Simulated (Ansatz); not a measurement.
# Glassy 71SiO2-29BaO (mol %) (65 atoms) under strain

Aim: relax glassy 71SiO2-29BaO (mol %) (65 atoms), then change its volume and shape to read moduli from the stress.

Program: Ansatz 0.2.0. Level of theory: Kohn-Sham DFT, PBE, PAW (set soft_2), plane waves. Results are calculated unless marked as measured.

### 1. Set-up

The cell holds 65 atoms: 17 Si, 7 Ba and 41 O. Its edges and angles: a = 10.034 Å, b = 10.034 Å, c = 10.034 Å, α = 90.0°, β = 90.0°, γ = 90.0°. 65 atoms (17 Si, 7 Ba, 41 O) placed at random at 3.34 g/cm³, melted at 4000 K for 10 ps at fixed volume with the Morse and Coulomb pair potential with partial charges (Pedone, Malavasi, Menziani, Cormack and Segre, J. Phys. Chem. B 110, 11780 (2006)). Quenched from 4000 K to 300 K at 100 K/ps and fixed volume, held 10 ps at zero pressure.

What the set-up can't give: The quench rate of 100 K/ps far exceeds what a furnace or splat quench reaches, so expect more defects and frozen-in strain than in a real sample. The network of bonds at the start is that of the classical potential that made the cell, and needn't be the one that DFT or experiment would give. Only the Γ point is sampled. Spin–orbit coupling is left out, which matters for the levels of the heavy elements.

### 2. Single point at the start

A single point comes first, to see the forces before anything moves.

input.yaml

```yaml
crystal:
  lattice:
    - [10.03371, 0.0, 0.0]
    - [0.0, 10.03371, 0.0]
    - [0.0, 0.0, 10.03371]
  atoms:
    - { symbol: Si, position: [0.11357, 0.99035, 0.42734] }
    - { symbol: Si, position: [0.4902, 0.21022, 0.30384] }
    - { symbol: Si, position: [0.25095, 0.2477, 0.52964] }
    - { symbol: Si, position: [0.0467, 0.48182, 0.54924] }
    - { symbol: Si, position: [0.54821, 0.71713, 0.21064] }
    - { symbol: Si, position: [0.96962, 0.06284, 0.90884] }
    - { symbol: Si, position: [0.91392, 0.34984, 0.3108] }
    - { symbol: Si, position: [0.28025, 0.8308, 0.6367] }
    - { symbol: Si, position: [0.33618, 0.2511, 0.05704] }
    - { symbol: Si, position: [0.71901, 0.49058, 0.10124] }
    - { symbol: Si, position: [0.70752, 0.21737, 0.95245] }
    - { symbol: Si, position: [0.30381, 0.75517, 0.03465] }
    - { symbol: Si, position: [0.16739, 0.01213, 0.12585] }
    - { symbol: Si, position: [0.54347, 0.6739, 0.53184] }
    - { symbol: Si, position: [0.8237, 0.05501, 0.40665] }
    - { symbol: Si, position: [0.27685, 0.10702, 0.79791] }
    - { symbol: Si, position: [0.63683, 0.99748, 0.17784] }
    - { symbol: Ba, position: [0.94289, 0.72832, 0.25714] }
    - { symbol: Ba, position: [0.34876, 0.48686, 0.78065] }
    - { symbol: Ba, position: [0.60452, 0.93869, 0.76737] }
    - { symbol: Ba, position: [0.70333, 0.34309, 0.58931] }
    - { symbol: Ba, position: [0.29533, 0.51108, 0.29004] }
    - { symbol: Ba, position: [0.04212, 0.45576, 0.97876] }
    - { symbol: Ba, position: [0.91591, 0.73325, 0.72655] }
    - { symbol: O, position: [0.73105, 0.06742, 0.536] }
    - { symbol: O, position: [0.26638, 0.91969, 0.03454] }
    - { symbol: O, position: [0.19863, 0.73442, 0.71687] }
    - { symbol: O, position: [0.86822, 0.18849, 0.93292] }
    - { symbol: O, position: [0.61152, 0.85281, 0.13558] }
    - { symbol: O, position: [0.88153, 0.95908, 0.83365] }
    - { symbol: O, position: [0.65951, 0.09836, 0.05295] }
    - { symbol: O, position: [0.01437, 0.47569, 0.705] }
    - { symbol: O, position: [0.92657, 0.4098, 0.46817] }
    - { symbol: O, position: [0.28986, 0.21636, 0.67806] }
    - { symbol: O, position: [0.61182, 0.28652, 0.36149] }
    - { symbol: O, position: [0.05667, 0.62325, 0.47693] }
    - { symbol: O, position: [0.41554, 0.77459, 0.58211] }
    - { symbol: O, position: [0.4002, 0.70326, 0.92606] }
    - { symbol: O, position: [0.64644, 0.22652, 0.81043] }
    - { symbol: O, position: [0.15943, 0.69892, 0.06104] }
    - { symbol: O, position: [0.36806, 0.23664, 0.42084] }
    - { symbol: O, position: [0.20363, 0.90507, 0.52274] }
    - { symbol: O, position: [0.51704, 0.05796, 0.27053] }
    - { symbol: O, position: [0.5984, 0.5838, 0.15404] }
    - { symbol: O, position: [0.80131, 0.5812, 0.00276] }
    - { symbol: O, position: [0.15414, 0.9646, 0.27634] }
    - { symbol: O, position: [0.0544, 0.37624, 0.25085] }
    - { symbol: O, position: [0.28756, 0.40001, 0.02146] }
    - { symbol: O, position: [0.12395, 0.10637, 0.84477] }
    - { symbol: O, position: [0.17681, 0.38871, 0.52842] }
    - { symbol: O, position: [0.57809, 0.71881, 0.36979] }
    - { symbol: O, position: [0.38654, 0.73058, 0.1851] }
    - { symbol: O, position: [0.44554, 0.27381, 0.17185] }
    - { symbol: O, position: [0.32642, 0.96804, 0.74277] }
    - { symbol: O, position: [0.95514, 0.96452, 0.4426] }
    - { symbol: O, position: [0.02307, 0.00619, 0.05228] }
    - { symbol: O, position: [0.47524, 0.53488, 0.53714] }
    - { symbol: O, position: [0.87687, 0.19634, 0.34269] }
    - { symbol: O, position: [0.36521, 0.17315, 0.9147] }
    - { symbol: O, position: [0.82124, 0.45128, 0.21825] }
    - { symbol: O, position: [0.22248, 0.1579, 0.12429] }
    - { symbol: O, position: [0.75756, 0.98416, 0.28035] }
    - { symbol: O, position: [0.14666, 0.14254, 0.4852] }
    - { symbol: O, position: [0.67479, 0.35781, 0.03018] }
    - { symbol: O, position: [0.67314, 0.687, 0.62028] }
kpoints:
  mp_grid: { grid: [1, 1, 1] }
hamiltonian:
  xc: pbe
scf:
  occupations: { method: fixed }
output:
  forces: true
```

On the command line:

```bash
$ ansatz run input.yaml --threads 4 --pin off --max-ram 8192MiB --backend cpu --events-out ev --progress --plain --runs-dir out
```

Numbers of over 12 decimals in the logs are rounded to 6 here.

Output:

```text
[...]
Pseudopotentials: kind: paw
Pseudopotential: Si, paw, valence charge 4, recommended cutoff 420 eV (normal), Si.paw.azcp
Pseudopotential: Ba, paw, valence charge 10, recommended cutoff 420 eV (normal), Ba.paw.azcp
Pseudopotential: O, paw, valence charge 6, recommended cutoff 420 eV (normal), O.paw.azcp
[... 5 lines on functional and potentials left out ...]
Crystal: 65 atoms, lattice volume = 1010.147 Å³
Basis set: ecut = 420 eV, 19837 PW (Γ), exchange–correlation on 144×144×144 points (8 copies of the dense FFT grid, shifted against one another)
Bands: 257, of which v1, the nominal top of the filled ones, is band 192 counted from 1 (191 counted from 0)
Symmetry: 1 space group operations
Space group: P1 (ITA 1), of the structure as read, at distance tolerance 1.0e-4 Å
k-points: 1
[... 7 lines on functional and potentials left out ...]
Initial density: superposition of atomic densities (neutral atoms: chi_scale 0, normalization atom), corrected by the library's trained network
Initial wavefunctions: pseudopotential atomic-orbital guess
[...]
SCF iter   1: F=—  HF=-75795.031103 eV  |F-HF|=—  |Δ(HF+E_count)|=         —  Δρ=1.99e-3  dr2=3.81e-2  ethr=1.77e-3  ⟨swp⟩=7.0  Hψ=938  notcnv=0  defer=61
preconditioner: auto → Resta (q_TF=auto, 2.322 Å⁻¹)  ε∞=3.2  [insulator: Δε(μ)=3.645 eV  Ē_g=15.046 eV  n_scr=202 (ndim 8)  ℏωp=22.5 eV  f_vac=0.122  ε∞_Penn≈3.2]
SCF iter   2: F=—  HF=-75795.037554 eV  |F-HF|=—  |Δ(HF+E_count)|=   6.45e-3  Δρ=1.03e-3  dr2=8.83e-3  ethr=9.92e-6  ⟨swp⟩=4.0  Hψ=429  notcnv=0  defer=63
SCF iter   3: F=—  HF=-75795.041144 eV  |F-HF|=—  |Δ(HF+E_count)|=   3.59e-3  Δρ=4.82e-4  dr2=2.61e-3  ethr=2.30e-6  ⟨swp⟩=3.0  Hψ=358  notcnv=0  defer=54
automatic band count: iteration 3 solves 248 bands in place of 257: the levels show a gap, and the empty bands left out lie too high to hold charge; the band table lists the bands solved (type scf.n_extra_bands for more)
SCF iter   4: F=—  HF=-75795.041566 eV  |F-HF|=—  |Δ(HF+E_count)|=   4.22e-4  Δρ=1.20e-4  dr2=1.84e-4  ethr=6.80e-7  ⟨swp⟩=2.0  Hψ=357  notcnv=0  defer=54
SCF iter   5: F=—  HF=-75795.041653 eV  |F-HF|=—  |Δ(HF+E_count)|=   8.72e-5  Δρ=6.69e-5  dr2=4.39e-5  ethr=4.78e-8  ⟨swp⟩=2.0  Hψ=349  notcnv=0  defer=54
SCF iter   6: F=—  HF=-75795.043090 eV  |F-HF|=—  |Δ(HF+E_count)|=   1.44e-3  Δρ=2.28e-5  dr2=4.72e-6  ethr=1.14e-8  ⟨swp⟩=2.0  Hψ=400  notcnv=0  defer=54
SCF iter   7: F=—  HF=-75795.043092 eV  |F-HF|=—  |Δ(HF+E_count)|=   2.10e-6  Δρ=9.51e-6  dr2=8.36e-7  ethr=1.23e-9  ⟨swp⟩=2.0  Hψ=355  notcnv=0  defer=54
SCF iter   8: F=—  HF=-75795.043093 eV  |F-HF|=—  |Δ(HF+E_count)|=   5.39e-7  Δρ=5.42e-6  dr2=2.60e-7  ethr=2.18e-10  ⟨swp⟩=2.0  Hψ=355  notcnv=0  defer=54
SCF iter   9: F=-75795.043093 eV  HF=-75795.043093 eV  |F-HF|=1.59e-8  |Δ(HF+E_count)|=   5.94e-8  Δρ=1.16e-6  dr2=1.43e-8  ethr=2.60e-11  ⟨swp⟩=4.0  Hψ=794  notcnv=0
SCF 1 converged in 9 iterations: F = -75795.043093 eV  dr2 = 1.43e-8
[...]
SCF converged after 9 iterations
Free energy (F): -75795.043093 eV
Harris-Foulkes:  -75795.043093 eV  (|F-HF|=1.59e-8)
Internal energy: -75795.043093 eV  (E = F + TS)
E sigma→0 (E₀):  -75795.043093 eV
Fermi energy:    4.855170 eV
--- Per-component energies (eV) ---
[...]
Σ components = -75795.043093   (vs F -75795.043093, Δ=0.00e0)
--- Forces (eV/Å), atoms counted from 1 ---
  atom   1  Si     0.63717243     3.06496108     1.76295599
  atom   2  Si     0.90619276     0.28221319     5.04105520
  atom   3  Si     0.32812067    -0.06924730    -2.12489069
  atom   4  Si    -0.77469873     0.61709113     0.20298480
[...]
atom  65  O      1.07630476     1.00029260     0.90093586
  max |Σ_I F_I| component: 2.90e-5 eV/Å
```

The job ended after 6.9 s (4 threads of Arm Neoverse V1, shared host; peak memory 1.1 GiB; 24 s of CPU time).

The r.m.s. force at the start is 1.3 eV/Å.

### 3. Cell and atoms relaxed

The cell is relaxed with the atoms, since the starting lattice needn't suit this functional.

input.yaml

```yaml
crystal:
  lattice:
    - [10.03371, 0.0, 0.0]
    - [0.0, 10.03371, 0.0]
    - [0.0, 0.0, 10.03371]
  atoms:
    [... the 65 atom lines of step 2 ...]
kpoints:
  mp_grid: { grid: [1, 1, 1] }
hamiltonian:
  xc: pbe
scf:
  occupations: { method: fixed }
output:
  forces: true
relax:
  f_tol: 0.05
  max_steps: 150
  cell: {}
```

Output:

```text
[...]
Crystal: 65 atoms, lattice volume = 1010.147 Å³
Basis set: ecut = 420 eV, 19837 PW (Γ), exchange–correlation on 144×144×144 points (8 copies of the dense FFT grid, shifted against one another)
Bands: 257, of which v1, the nominal top of the filled ones, is band 192 counted from 1 (191 counted from 0)
Symmetry: 1 space group operations
[...]
k-points: 1
[...]
SCF iter   1: F=—  HF=-75795.031101 eV  |F-HF|=—  |Δ(HF+E_count)|=         —  Δρ=1.99e-3  dr2=3.81e-2  ethr=1.77e-3  ⟨swp⟩=7.0  Hψ=938  notcnv=0  defer=61
[...]
SCF iter   9: F=-75795.043093 eV  HF=-75795.043093 eV  |F-HF|=1.59e-8  |Δ(HF+E_count)|=   5.93e-8  Δρ=1.17e-6  dr2=1.43e-8  ethr=2.60e-11  ⟨swp⟩=4.0  Hψ=794  notcnv=0
SCF 1 converged in 9 iterations: F = -75795.043093 eV  dr2 = 1.43e-8
[...]
relax step   1: F+E_penalty+E_count = -75795.04309297 eV  Δ(F+E_penalty+E_count) = +0.000e0 eV  max|allowed force component| = 5.041e0 eV/Å  Δτ_max = 0.0000 Å  P = +4.999 GPa  Ω = 1010.147 Å³  (9 SCF iters, dr2 threshold 1.00e-7 eV, accepted)
[... from here on, the SCF cycles and remarks between the steps are left out ...]
relax step   2: F+E_penalty+E_count = -75798.15444924 eV  Δ(F+E_penalty+E_count) = -3.111e0 eV  max|allowed force component| = 2.745e0 eV/Å  Δτ_max = 0.1954 Å  P = +3.072 GPa  Ω = 1008.132 Å³  energy of the carried Pulay correction = +5.623e-3 eV  (8 SCF iters, dr2 threshold 6.50e-6 eV, accepted)
relax step   3: F+E_penalty+E_count = -75800.40258877 eV  Δ(F+E_penalty+E_count) = -2.248e0 eV  max|allowed force component| = 8.126e-1 eV/Å  Δτ_max = 0.1949 Å  P = +0.235 GPa  Ω = 1015.594 Å³  energy of the carried Pulay correction = -1.514e-2 eV  (8 SCF iters, dr2 threshold 6.50e-6 eV, accepted)
relax step   4: F+E_penalty+E_count = -75801.00553173 eV  Δ(F+E_penalty+E_count) = -6.029e-1 eV  max|allowed force component| = 7.545e-1 eV/Å  Δτ_max = 0.1929 Å  P = -0.540 GPa  Ω = 1024.157 Å³  energy of the carried Pulay correction = -3.879e-2 eV  (8 SCF iters, dr2 threshold 6.50e-6 eV, accepted)
relax step   5: F+E_penalty+E_count = -75801.36589104 eV  Δ(F+E_penalty+E_count) = -3.604e-1 eV  max|allowed force component| = 5.625e-1 eV/Å  Δτ_max = 0.1950 Å  P = -0.486 GPa  Ω = 1030.534 Å³  energy of the carried Pulay correction = -5.626e-2 eV  (8 SCF iters, dr2 threshold 6.50e-6 eV, accepted)
relax step   6: F+E_penalty+E_count = -75801.70611073 eV  Δ(F+E_penalty+E_count) = -3.402e-1 eV  max|allowed force component| = 5.475e-1 eV/Å  Δτ_max = 0.2000 Å  P = -0.101 GPa  Ω = 1032.414 Å³  energy of the carried Pulay correction = -6.140e-2 eV  (7 SCF iters, dr2 threshold 6.50e-6 eV, accepted)
relax step   7: F+E_penalty+E_count = -75801.90552231 eV  Δ(F+E_penalty+E_count) = -1.994e-1 eV  max|allowed force component| = 3.861e-1 eV/Å  Δτ_max = 0.2000 Å  P = -0.046 GPa  Ω = 1036.671 Å³  energy of the carried Pulay correction = -7.298e-2 eV  (7 SCF iters, dr2 threshold 6.50e-6 eV, accepted)
relax step   8: F+E_penalty+E_count = -75802.02828492 eV  Δ(F+E_penalty+E_count) = -1.228e-1 eV  max|allowed force component| = 1.190e-1 eV/Å  Δτ_max = 0.2000 Å  P = +0.007 GPa  Ω = 1040.441 Å³  energy of the carried Pulay correction = -8.320e-2 eV  (7 SCF iters, dr2 threshold 6.50e-6 eV, accepted)
relax step   9: F+E_penalty+E_count = -75802.02308882 eV  Δ(F+E_penalty+E_count) = +5.196e-3 eV  max|allowed force component| = 4.767e-1 eV/Å  Δτ_max = 0.2000 Å  P = -0.152 GPa  Ω = 1045.863 Å³  energy of the carried Pulay correction = -9.784e-2 eV  (9 SCF iters, dr2 threshold 8.85e-7 eV, accepted)
relax step  10: F+E_penalty+E_count = -75802.05856075 eV  Δ(F+E_penalty+E_count) = -3.547e-2 eV  max|allowed force component| = 2.042e-1 eV/Å  Δτ_max = 0.0805 Å  P = +0.044 GPa  Ω = 1043.079 Å³  energy of the carried Pulay correction = -9.033e-2 eV  (6 SCF iters, dr2 threshold 6.50e-6 eV, accepted)
relax step  11: F+E_penalty+E_count = -75802.09255370 eV  Δ(F+E_penalty+E_count) = -3.399e-2 eV  max|allowed force component| = 1.070e-1 eV/Å  Δτ_max = 0.2000 Å  P = +0.012 GPa  Ω = 1043.078 Å³  energy of the carried Pulay correction = -9.033e-2 eV  (7 SCF iters, dr2 threshold 2.61e-6 eV, accepted)
relax step  12: F+E_penalty+E_count = -75802.09737259 eV  Δ(F+E_penalty+E_count) = -4.819e-3 eV  max|allowed force component| = 1.576e-1 eV/Å  Δτ_max = 0.0767 Å  P = -0.117 GPa  Ω = 1044.403 Å³  energy of the carried Pulay correction = -9.390e-2 eV  (7 SCF iters, dr2 threshold 7.15e-7 eV, accepted)
relax step  13: F+E_penalty+E_count = -75802.05980362 eV  Δ(F+E_penalty+E_count) = +3.757e-2 eV  max|allowed force component| = 4.058e-1 eV/Å  Δτ_max = 0.2000 Å  P = +0.082 GPa  Ω = 1040.657 Å³  energy of the carried Pulay correction = -8.379e-2 eV  (8 SCF iters, dr2 threshold 1.55e-6 eV, rejected (line search))
relax step  14: F+E_penalty+E_count = -75802.10651470 eV  Δ(F+E_penalty+E_count) = -9.142e-3 eV  max|allowed force component| = 4.562e-2 eV/Å  Δτ_max = 0.0353 Å  P = +0.012 GPa  Ω = 1043.149 Å³  energy of the carried Pulay correction = -9.052e-2 eV  (12 SCF iters, accepted)
relax step  15: F+E_penalty+E_count = -75802.26647601 eV  Δ(F+E_penalty+E_count) = -1.600e-1 eV  max|allowed force component| = 4.460e-2 eV/Å  Δτ_max = 0.0000 Å  P = +0.277 GPa  Ω = 1043.149 Å³  stress off target by 6.41e-1 GPa  SCF on the basis re-selected at this cell (its energy is not comparable with the rows above)  (8 SCF iters)
relax step  16: F+E_penalty+E_count = -75802.25681067 eV  Δ(F+E_penalty+E_count) = +9.665e-3 eV  max|allowed force component| = 9.394e-2 eV/Å  Δτ_max = 0.0902 Å  P = +0.004 GPa  Ω = 1052.360 Å³  energy of the carried Pulay correction = -2.721e-2 eV  (8 SCF iters, dr2 threshold 1.03e-6 eV, accepted)
relax step  17: F+E_penalty+E_count = -75802.27030748 eV  Δ(F+E_penalty+E_count) = -1.350e-2 eV  max|allowed force component| = 3.108e-2 eV/Å  Δτ_max = 0.0335 Å  P = -0.012 GPa  Ω = 1050.800 Å³  energy of the carried Pulay correction = -2.251e-2 eV  (7 SCF iters, dr2 threshold 5.52e-7 eV, accepted)
relax step  18: F+E_penalty+E_count = -75802.29897903 eV  Δ(F+E_penalty+E_count) = -2.867e-2 eV  max|allowed force component| = 3.105e-2 eV/Å  Δτ_max = 0.0000 Å  P = +0.001 GPa  Ω = 1050.800 Å³  stress off target by 7.28e-2 GPa  SCF on the basis re-selected at this cell (its energy is not comparable with the rows above)  (7 SCF iters)
relax step  19: F+E_penalty+E_count = -75802.29885097 eV  Δ(F+E_penalty+E_count) = +1.281e-4 eV  max|allowed force component| = 6.559e-2 eV/Å  Δτ_max = 0.0558 Å  P = +0.007 GPa  Ω = 1050.277 Å³  energy of the carried Pulay correction = +1.383e-3 eV  (9 SCF iters, dr2 threshold 1.33e-8 eV, rejected (line search))
relax step  20: F+E_penalty+E_count = -75802.29982099 eV  Δ(F+E_penalty+E_count) = -8.420e-4 eV  max|allowed force component| = 3.015e-2 eV/Å  Δτ_max = 0.0267 Å  P = +0.000 GPa  Ω = 1051.029 Å³  energy of the carried Pulay correction = -6.664e-4 eV  (11 SCF iters, accepted)
relax step  21: F+E_penalty+E_count = -75802.30051322 eV  Δ(F+E_penalty+E_count) = -6.922e-4 eV  max|allowed force component| = 3.015e-2 eV/Å  Δτ_max = 0.0000 Å  P = +0.001 GPa  Ω = 1051.029 Å³  stress off target by 1.77e-2 GPa  SCF on the basis re-selected at this cell (its energy is not comparable with the rows above)  (5 SCF iters)
[...]
SCF converged after 5 iterations
Free energy (F): -75802.300513 eV
[...]
Internal energy: -75802.300513 eV  (E = F + TS)
E sigma→0 (E₀):  -75802.300513 eV
Fermi energy:    4.024171 eV
[...]
Σ components = -75802.300513   (vs F -75802.300513, Δ=0.00e0)
--- Forces (eV/Å), atoms counted from 1 ---
  atom   1  Si     0.01171134     0.00980080    -0.01761323
  atom   2  Si     0.01828711    -0.00516953     0.01000305
  atom   3  Si     0.00571942     0.00689375    -0.00078503
  atom   4  Si     0.02195384    -0.00947754     0.01033619
[...]
atom  65  O     -0.00415698    -0.00138314    -0.00762024
  max |Σ_I F_I| component: 1.74e-5 eV/Å
--- Stress (GPa, compression-positive) ---
       -0.003760       0.011828       0.008961
        0.011829      -0.001207      -0.003520
        0.008961      -0.003522       0.006959
  P = ⅓ Tr σ = 0.0007 GPa (0.007 kbar)
--- Relaxed structure (18 steps of the walk, 16 accepted, 3 SCFs on fresh bases) ---
  F+E_penalty+E_count = -75802.30051322 eV   max|allowed force component| = 3.015e-2 eV/Å   (the final SCF, on the basis selected at the relaxed cell)
  cell:  # Å, volume = 1051.0290 Å³
    - [10.340839, 0.264522, 0.229554]
    - [0.264522, 10.261849, 0.167446]
    - [0.229554, 0.167446, 9.918693]
  atoms:
    - { symbol: Si, position: [0.098247, 0.998804, 0.439816] }
    - { symbol: Si, position: [0.459635, 0.206664, 0.297310] }
    - { symbol: Si, position: [0.225530, 0.235553, 0.508333] }
    - { symbol: Si, position: [0.040769, 0.477651, 0.535517] }
[...]
- { symbol: O, position: [0.697053, 0.768133, 0.618651] }
```

Elapsed: 2.3 min, on 4 threads; peak memory 1.1 GiB; 8.8 min of CPU time.

The relaxation converged after 18 steps, with a largest force component of 0.030 eV/Å.

(Part 1 of 3 ends here.)

[Logs are printed without paths, hosts, clocks, repeated set-up lines and the standing remarks that a program may print on its own settings, such as how far it seeks lower states.]

[Hosts, paths, dates, database ids (printed as entryN), source tags and the programs' standing remarks are cut or masked in the printed files.]
